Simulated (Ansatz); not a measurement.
# (AlAs)3(BeTe)1 [001] superlattice, started as zinc blende: relaxing the cell for a phonon run

Task: relax (AlAs)3(BeTe)1 [001] superlattice, started as zinc blende tightly.

Method: DFT LDA, scalar-relativistic, plane waves, PAW, in Ansatz 0.2.0.

The structure was built from a prototype and need not be the compound's stable phase.

## (1) Starting point

Symmetry: Pmm2, No. 25, orthorhombic system. The conventional cell has a = 3.997 Å, b = 3.997 Å, c = 11.305 Å, α = 90.00°, β = 90.00°, γ = 90.00°. Nearest to Al lie 2 As at 2.45 Å and 2 Te at 2.45 Å. Nearest to Al lie 4 As at 2.45 Å. Al has 4 As at 2.45 Å nearest. Nearest to As lie 4 Al at 2.45 Å. As has 4 Al at 2.45 Å nearest. As has 2 Al at 2.45 Å and 2 Be at 2.45 Å nearest. Farther neighbours and most contacts between anions are not listed.

## (2) Probe on a coarse mesh

A quick single point on a coarse mesh tells whether the cell has a gap and how far it is from rest, which sets the k mesh and smearing that follow.

Contents of input.yaml:

```yaml
crystal:
  lattice:
    - [2.82625, 2.82625, 0.0]
    - [-2.82625, 2.82625, 0.0]
    - [0.0, 0.0, 11.305]
  atoms:
    - { symbol: Al, position: [0.0, 0.0, 0.0] }
    - { symbol: Al, position: [0.5, 0.5, 0.25] }
    - { symbol: Al, position: [0.0, 0.0, 0.5] }
    - { symbol: As, position: [0.5, 1.0, 0.125] }
    - { symbol: As, position: [0.0, 0.5, 0.375] }
    - { symbol: As, position: [0.5, 1.0, 0.625] }
    - { symbol: Be, position: [0.5, 0.5, 0.75] }
    - { symbol: Te, position: [0.0, 0.5, 0.875] }
kpoints:
  mp_grid: { grid: [4, 4, 2] }
hamiltonian:
  xc: lda
scf:
  occupations: { method: gaussian, width: 0.1 }
output:
  forces: true
  stress: true
  eigenvalues: true
```

The run is started by

```bash
$ ansatz run input.yaml --threads 8 --pin off --max-ram 14336MiB --backend cpu --events-out ev --progress --plain --runs-dir out
```

Numbers of over 12 decimals in the logs are rounded to 6 here.

What it wrote:

```text
Engine: ansatz 0.2.0, x86_64-unknown-linux-gnu
Pseudopotentials: kind: paw
Pseudopotential: Al, paw, valence charge 3, recommended cutoff 420 eV (normal), Al.paw.azcp
Pseudopotential: As, paw, valence charge 15, recommended cutoff 420 eV (normal), As.paw.azcp
Pseudopotential: Be, paw, valence charge 2, recommended cutoff 420 eV (normal), Be.paw.azcp
[...]
k-point 0: bands = [... 32 lower, 5.4575, 6.5080, 6.6318, 6.8619, 7.5339, 8.1316, 8.6249, 8.8203, ... 3 higher]
  k-point 1: bands = [... 32 lower, 5.6542, 5.6734, 6.3663, 6.6598, 7.5937, 8.1650, 8.6895, 9.2205, ... 3 higher]
  k-point 2: bands = [... 32 lower, 5.3980, 5.5151, 5.6273, 6.5328, 8.4770, 9.3603, 9.4439, 10.0013, ... 3 higher]
  k-point 17: bands = [... 32 lower, 4.0694, 4.1936, 4.4002, 4.6238, 8.5199, 8.5506, 9.0095, 9.2975, ... 3 higher]
[key lines of the parts left out:]
SCF converged after 8 iterations
Free energy (F): -22777.419648 eV
Fermi energy:    7.198267 eV
P = ⅓ Tr σ = -0.0454 GPa (-0.454 kbar)
```

Run time: 1.3 s. Hardware: 8 threads of AMD EPYC 9R45, shared host; peak memory 0.7 GiB.

A gap read on the k-mesh alone can miss the band edges.

This step gave:

```yaml
pressure: -0.04544 GPa
volume_per_atom: 22.58 Å³
gap_on_the_k_mesh: 0.6720 eV
direct_gap_on_mesh: 0.6720 eV
```

The coarse mesh shows a gap of 0.67 eV and a pressure of 0.0 GPa.

## (3) Rough relaxation

A rough relaxation comes first, because large forces or stress need no tight tolerances yet.

input.yaml, as its differences from that of step 2:

```diff
@@ -15,3 +15,3 @@
 kpoints:
-  mp_grid: { grid: [4, 4, 2] }
+  mp_grid: { grid: [6, 6, 2] }
 hamiltonian:
@@ -24 +24,6 @@
   eigenvalues: true
+relax:
+  adjacent_minimum: "off"
+  f_tol: 0.05
+  max_steps: 80
+  cell: { stress_tol: 0.5 }
```

What it wrote:

```text
[...]
Crystal: 8 atoms, lattice volume = 180.602 Å³
Basis set: ecut = 420 eV, 3549 PW (Γ)
Bands: 44, of which v1, the nominal top of the filled ones, is band 36 counted from 1 (35 counted from 0)
Symmetry: 4 space group operations
[...]
k-points: 32 of 72
[...]
- [-2.800470, 2.800470, 0]
    - [0, 0, 11.258464]
  atoms:
    - { symbol: Al, position: [0, 0, 0.0076839] }
    - { symbol: Al, position: [0.5, 0.5, 0.258400] }
    - { symbol: Al, position: [0, 0, 0.508661] }
    - { symbol: As, position: [0.500000, 1.000000, 0.129465] }
    - { symbol: As, position: [0, 0.5, 0.380239] }
    - { symbol: As, position: [0.500000, 1.000000, 0.633080] }
    - { symbol: Be, position: [0.5, 0.5, 0.725930] }
    - { symbol: Te, position: [0, 0.5, 0.856540] }
[key lines of the parts left out:]
SCF converged after 4 iterations
Free energy (F): -22778.234360 eV
Fermi energy:    7.226752 eV
P = ⅓ Tr σ = -0.0453 GPa (-0.453 kbar)
```

Run time: 4.9 s. Hardware: 8 threads; peak memory 0.81 GiB.

Step by step:

| step | energy less that of the first step (eV) | largest force component (eV/Å) | pressure (GPa) | volume (Å³) |
| --- | --- | --- | --- | --- |
| 1 | 0.0000 | 2.4058 | -0.14 | 180.60 |
| 2 | -0.6382 | 0.4165 | -0.55 | 178.78 |
| 3 | -0.6763 | 0.0922 | 0.04 | 177.06 |
| 4 | -0.6782 | 0.0161 | -0.04 | 177.33 |
| 5* | -0.6775 | 0.0161 | -0.05 | 177.33 |

Relaxation steps marked * repeat the geometry before them on a plane-wave basis chosen anew for their cell, so energy and pressure can jump there.

Forces are held to the 4 operations that the run works with; a distortion that breaks them can't arise in this run.

| conventional cell, symmetrised | before | after | change |
| --- | --- | --- | --- |
| a (Å) | 3.997 | 3.960 | -0.9 % |
| b (Å) | 3.997 | 3.977 | -0.5 % |
| c (Å) | 11.305 | 11.258 | -0.4 % |
| volume (Å³/atom) | 22.58 | 22.17 | -1.8 % |

The atoms that moved most (Å, as changes of fractional coordinates times the final cell):

| atom | dx | dy | dz | length |
| --- | --- | --- | --- | --- |
| Be7 | 0.000 | 0.000 | -0.271 | 0.271 |
| Te8 | 0.000 | 0.000 | -0.208 | 0.208 |
| Al3 | 0.000 | 0.000 | 0.098 | 0.098 |
| Al2 | 0.000 | 0.000 | 0.095 | 0.095 |
| As6 | 0.000 | 0.000 | 0.091 | 0.091 |
| Al1 | 0.000 | 0.000 | 0.087 | 0.087 |
| As5 | 0.000 | 0.000 | 0.059 | 0.059 |
| As4 | 0.000 | 0.000 | 0.050 | 0.050 |

Numbers from this step:

| Item | Value |
| --- | --- |
| pressure | -0.04534 GPa |
| gap on the k-mesh | 0.9724 eV |
| volume per atom | 22.17 Å³ |
| direct gap on mesh | 1.218 eV |

In this step the volume went from 22.58 to 22.17 Å³/atom.

## (4) Bringing the structure to rest

The cell and atoms are relaxed, since residual forces and stress would shift the frequencies.

Contents of input.yaml:

```yaml
crystal:
  lattice:
    - [2.8121382274, 2.8121382274, 0.0]
    - [-2.8004704953, 2.8004704953, 0.0]
    - [0.0, 0.0, 11.2584643437]
  atoms:
    - { symbol: Al, position: [0.0, 0.0, 0.0076839024] }
    - { symbol: Al, position: [0.5, 0.5, 0.2584004178] }
    - { symbol: Al, position: [0.0, 0.0, 0.5086613755] }
    - { symbol: As, position: [0.5, 1.0, 0.1294654397] }
    - { symbol: As, position: [0.0, 0.5, 0.3802386941] }
    - { symbol: As, position: [0.5, 1.0, 0.6330803002] }
    - { symbol: Be, position: [0.5, 0.5, 0.7259300535] }
    - { symbol: Te, position: [0.0, 0.5, 0.8565398169] }
kpoints:
  mp_grid: { grid: [6, 6, 2] }
hamiltonian:
  xc: lda
scf:
  occupations: { method: gaussian, width: 0.02 }
output:
  forces: true
  stress: true
  eigenvalues: true
relax:
  adjacent_minimum: "off"
  f_tol: 0.005
  max_steps: 80
  cell: { stress_tol: 0.05 }
```

What it wrote:

```text
[...]
Crystal: 8 atoms, lattice volume = 177.328 Å³
Basis set: ecut = 420 eV, 3445 PW (Γ)
Bands: 44, of which v1, the nominal top of the filled ones, is band 36 counted from 1 (35 counted from 0)
Symmetry: 4 space group operations
[...]
k-points: 32 of 72
[...]
SCF iter   1: F=—  HF=-22778.242477 eV  |F-HF|=—  |Δ(HF+E_count)|=         —  Δρ=4.24e-3  dr2=2.98e-2  ethr=1.77e-3  ⟨swp⟩=8.6  Hψ=6325  notcnv=0  defer=1
[...]
SCF iter   7: F=-22778.234360 eV  HF=-22778.234360 eV  |F-HF|=1.03e-8  |Δ(HF+E_count)|=   7.34e-8  Δρ=5.61e-6  dr2=9.09e-8  ethr=1.39e-10  ⟨swp⟩=9.1  Hψ=6578  notcnv=0
SCF 1 converged in 7 iterations: F = -22778.234360 eV  dr2 = 9.09e-8
[...]
relax step   1: F+E_penalty+E_count = -22778.23435981 eV  Δ(F+E_penalty+E_count) = +0.000e0 eV  max|allowed force component| = 1.615e-2 eV/Å  Δτ_max = 0.0000 Å  P = -0.045 GPa  Ω = 177.328 Å³  (7 SCF iters, dr2 threshold 1.00e-7 eV, accepted)
Crystal: 8 atoms, lattice volume = 177.143 Å³
[...]
SCF iter   5: F=-22778.234437 eV  HF=-22778.234437 eV  |F-HF|=1.57e-8  |Δ(HF+E_count)|=   1.88e-8  Δρ=1.94e-6  dr2=9.47e-9  ethr=3.63e-11  ⟨swp⟩=6.3  Hψ=5848  notcnv=0
SCF 2 converged in 5 iterations: F = -22778.234437 eV  dr2 = 9.47e-9
relax step   2: F+E_penalty+E_count = -22778.23443744 eV  Δ(F+E_penalty+E_count) = -7.763e-5 eV  max|allowed force component| = 1.044e-2 eV/Å  Δτ_max = 0.0036 Å  P = +0.016 GPa  Ω = 177.143 Å³  energy of the carried Pulay correction = +3.875e-5 eV  (5 SCF iters, dr2 threshold 2.61e-8 eV, accepted)
Crystal: 8 atoms, lattice volume = 177.197 Å³
[...]
SCF iter   5: F=-22778.234456 eV  HF=-22778.234456 eV  |F-HF|=2.36e-9  |Δ(HF+E_count)|=   2.50e-9  Δρ=8.03e-7  dr2=1.62e-9  ethr=9.47e-12  ⟨swp⟩=5.7  Hψ=5231  notcnv=0
SCF 3 converged in 5 iterations: F = -22778.234456 eV  dr2 = 1.62e-9
relax step   3: F+E_penalty+E_count = -22778.23445636 eV  Δ(F+E_penalty+E_count) = -1.892e-5 eV  max|allowed force component| = 3.128e-3 eV/Å  Δτ_max = 0.0016 Å  P = -0.000 GPa  Ω = 177.197 Å³  energy of the carried Pulay correction = +2.750e-5 eV  (5 SCF iters, dr2 threshold 6.82e-9 eV, accepted)
[...]
SCF iter   4: F=-22778.234432 eV  HF=-22778.234432 eV  |F-HF|=4.37e-11  |Δ(HF+E_count)|=  8.73e-11  Δρ=1.38e-7  dr2=6.56e-11  ethr=1.00e-12  ⟨swp⟩=4.1  Hψ=5978  notcnv=0
SCF 4 converged in 4 iterations: F = -22778.234432 eV  dr2 = 6.56e-11
relax step   4: F+E_penalty+E_count = -22778.23443159 eV  Δ(F+E_penalty+E_count) = +2.476e-5 eV  max|allowed force component| = 3.127e-3 eV/Å  Δτ_max = 0.0000 Å  P = -0.001 GPa  Ω = 177.197 Å³  stress off target by 7.55e-3 GPa  SCF on the basis re-selected at this cell (its energy is not comparable with the rows above)  (4 SCF iters)
[...]
SCF converged after 4 iterations
Free energy (F): -22778.234432 eV
[...]
Internal energy: -22778.234432 eV  (E = F + TS)
E sigma→0 (E₀):  -22778.234432 eV
Fermi energy:    7.234295 eV
[...]
--- Forces (eV/Å), atoms counted from 1 ---
  atom   1  Al    -0.00000000     0.00000000    -0.00167798
  atom   2  Al    -0.00000000     0.00000000    -0.00101222
  atom   3  Al    -0.00000000     0.00000000    -0.00078150
  atom   4  As     0.00000000    -0.00000000     0.00101797
  atom   5  As     0.00000000    -0.00000000     0.00116002
  atom   6  As     0.00000000    -0.00000000     0.00240888
  atom   7  Be    -0.00000000     0.00000000    -0.00312881
  atom   8  Te     0.00000000    -0.00000000     0.00200068
  max |Σ_I F_I| component: 1.30e-5 eV/Å
--- Stress (GPa, compression-positive) ---
       -0.000505       0.007045       0.000000
        0.007045      -0.000505       0.000000
        0.000000       0.000000      -0.000639
  P = ⅓ Tr σ = -0.0005 GPa (-0.005 kbar)
--- Band table (eV; the first three rows and the last of 32) ---
  k-point 0: bands = [... 32 lower, 5.3878, 6.6667, 6.7234, 6.7485, 7.9660, 8.6672, 8.9853, 9.0784, ... 4 higher]
  k-point 1: bands = [... 32 lower, 5.8004, 5.9895, 6.2576, 6.4098, 8.1460, 8.4550, 9.1460, 9.3888, ... 4 higher]
  k-point 2: bands = [... 32 lower, 5.3936, 5.4147, 6.2632, 6.6708, 8.4074, 9.4212, 9.7359, 9.9928, ... 4 higher]
  k-point 31: bands = [... 32 lower, 4.0965, 4.1044, 4.1666, 4.5965, 8.4725, 8.9752, 9.2406, 9.3442, ... 4 higher]
--- Relaxed structure (3 steps of the walk, 3 accepted, 1 SCFs on fresh bases) ---
[...]
cell:  # Å, volume = 177.1966 Å³
    - [2.812310, 2.812310, 0]
    - [-2.798783, 2.798783, 0]
    - [0, 0, 11.256231]
  atoms:
    - { symbol: Al, position: [0, 0, 0.00757155] }
    - { symbol: Al, position: [0.5, 0.500000, 0.258363] }
    - { symbol: Al, position: [0, 0, 0.508743] }
    - { symbol: As, position: [0.5, 1.000000, 0.129416] }
    - { symbol: As, position: [0, 0.5, 0.380245] }
    - { symbol: As, position: [0.5, 1.000000, 0.633239] }
    - { symbol: Be, position: [0.5, 0.500000, 0.726060] }
    - { symbol: Te, position: [0, 0.5, 0.856362] }
```

It took 4.4 s on 8 threads; peak memory 0.79 GiB; 27 s of CPU time.

Little changed from the start: no atom moved by 0.005 Å and no cell edge by 0.1 %.

This step gave:

```yaml
pressure: -5.50e-4 GPa
gap_on_the_k_mesh: 0.9716 eV
volume_per_atom: 22.15 Å³
```

In this step the volume went from 22.17 to 22.15 Å³/atom.

## (5) Relaxing to small forces for the phonons

Phonons need a cell at rest on their own settings, so the relaxation is repeated with tight tolerances on forces and stress on the k mesh and occupations of the first response run.

Contents of input.yaml:

```yaml
crystal:
  lattice:
    - [2.8123098597, 2.8123098597, 0.0]
    - [-2.7987826416, 2.7987826416, 0.0]
    - [0.0, 0.0, 11.2562314142]
  atoms:
    - { symbol: Al, position: [0.0, 0.0, 0.0075715453] }
    - { symbol: Al, position: [0.5, 0.5, 0.258362648] }
    - { symbol: Al, position: [0.0, 0.0, 0.5087432345] }
    - { symbol: As, position: [0.5, 1.0, 0.1294163873] }
    - { symbol: As, position: [0.0, 0.5, 0.3802446396] }
    - { symbol: As, position: [0.5, 1.0, 0.6332391508] }
    - { symbol: Be, position: [0.5, 0.5, 0.7260604576] }
    - { symbol: Te, position: [0.0, 0.5, 0.856361937] }
kpoints:
  mp_grid: { grid: [8, 8, 2] }
hamiltonian:
  xc: lda
scf:
  occupations: { method: fixed }
output:
  forces: true
  stress: true
  eigenvalues: true
relax:
  adjacent_minimum: "off"
  f_tol: 0.001
  max_steps: 60
  cell: { stress_tol: 0.01 }
```

What it wrote:

```text
[...]
Crystal: 8 atoms, lattice volume = 177.197 Å³
Basis set: ecut = 420 eV, 3445 PW (Γ)
Bands: 44, of which v1, the nominal top of the filled ones, is band 36 counted from 1 (35 counted from 0)
Symmetry: 4 space group operations
[...]
k-points: 50 of 128
[...]
- [-2.796833, 2.796833, 0]
    - [0, 0, 11.269853]
  atoms:
    - { symbol: Al, position: [0, 0, 0.00753565] }
    - { symbol: Al, position: [0.500000, 0.5, 0.258348] }
    - { symbol: Al, position: [0, 0, 0.508756] }
    - { symbol: As, position: [0.5, 1.000000, 0.129393] }
    - { symbol: As, position: [0, 0.5, 0.380255] }
    - { symbol: As, position: [0.5, 1.000000, 0.633264] }
    - { symbol: Be, position: [0.500000, 0.5, 0.726061] }
    - { symbol: Te, position: [0, 0.5, 0.856388] }
[key lines of the parts left out:]
SCF converged after 5 iterations
Free energy (F): -22778.248300 eV
Fermi energy:    6.743602 eV
P = ⅓ Tr σ = -0.0002 GPa (-0.002 kbar)
```

Run time: 7.7 s. Hardware: 8 threads; peak memory 0.89 GiB; 52 s of CPU time.

Relaxation path:

| step | energy less that of the first step (eV) | largest force component (eV/Å) | pressure (GPa) | volume (Å³) |
| --- | --- | --- | --- | --- |
| 1 | 0.0000 | 0.0037 | -0.01 | 177.20 |
| 2 | -0.0001 | 0.0037 | 0.00 | 177.17 |
| 3 | -0.0001 | 0.0014 | 0.00 | 177.17 |
| 4 | -0.0001 | 0.0005 | 0.00 | 177.17 |
| 5* | -0.0001 | 0.0005 | 0.00 | 177.17 |

Relaxation steps marked * repeat the geometry before them on a plane-wave basis chosen anew for their cell, so energy and pressure can jump there.

The run keeps the 4 symmetry operations that it works with, so distortions that break them were not tested.

| conventional cell, symmetrised | before | after | change |
| --- | --- | --- | --- |
| a (Å) | 3.958 | 3.955 | -0.1 % |
| b (Å) | 3.977 | 3.975 | -0.1 % |
| c (Å) | 11.256 | 11.270 | +0.1 % |
| volume (Å³/atom) | 22.15 | 22.15 | -0.0 % |

The relaxed structure:

```xyz
8
Lattice="2.8105 2.8105 0.0000 -2.7968 2.7968 0.0000 0.0000 0.0000 11.2699" Properties=species:S:1:pos:R:3 pbc="T T T"
Al    0.0000    0.0000    0.0849
Al    0.0068    2.8037    2.9115
Al    0.0000    0.0000    5.7336
As   -1.3916    4.2021    1.4582
As   -1.3984    1.3984    4.2854
As   -1.3916    4.2021    7.1368
Be    0.0068    2.8037    8.1826
Te   -1.3984    1.3984    9.6514
```

Numbers from this step:

- pressure: -2.09e-4 GPa
- gap on the k-mesh: 0.9748 eV
- direct gap on mesh: 1.230 eV

The largest force component left is 0.52 meV/Å and the pressure is 0.000 GPa, within the tolerances set. The cell now holds 22.15 Å³/atom.

## (6) What came out

```
space group after relaxation (within 0.01 Å) : Pmm2
lattice constant a                           : 3.955 Å
lattice constant b                           : 3.975 Å
lattice constant c                           : 11.270 Å
volume per atom                              : 22.1 Å³
gap on the k-mesh                            : 0.975 eV
```

**Reading.** The largest force component left is 0.52 meV/Å and the pressure is 0.000 GPa, within the tolerances set. The cell now holds 22.15 Å³/atom. The relaxation keeps the symmetry of its start, so it says nothing on stability against lower symmetry. Spin-orbit coupling is left out, which can matter for the heavy elements here. The starting cell was built on a prototype and not taken from a measurement, so the phase need not exist.

[Logs are printed without paths, hosts, clocks, repeated set-up lines and the standing remarks that a program may print on its own settings, such as how far it seeks lower states.]

[Hosts, paths, dates, database ids (printed as entryN), source tags and the programs' standing remarks are cut or masked in the printed files.]
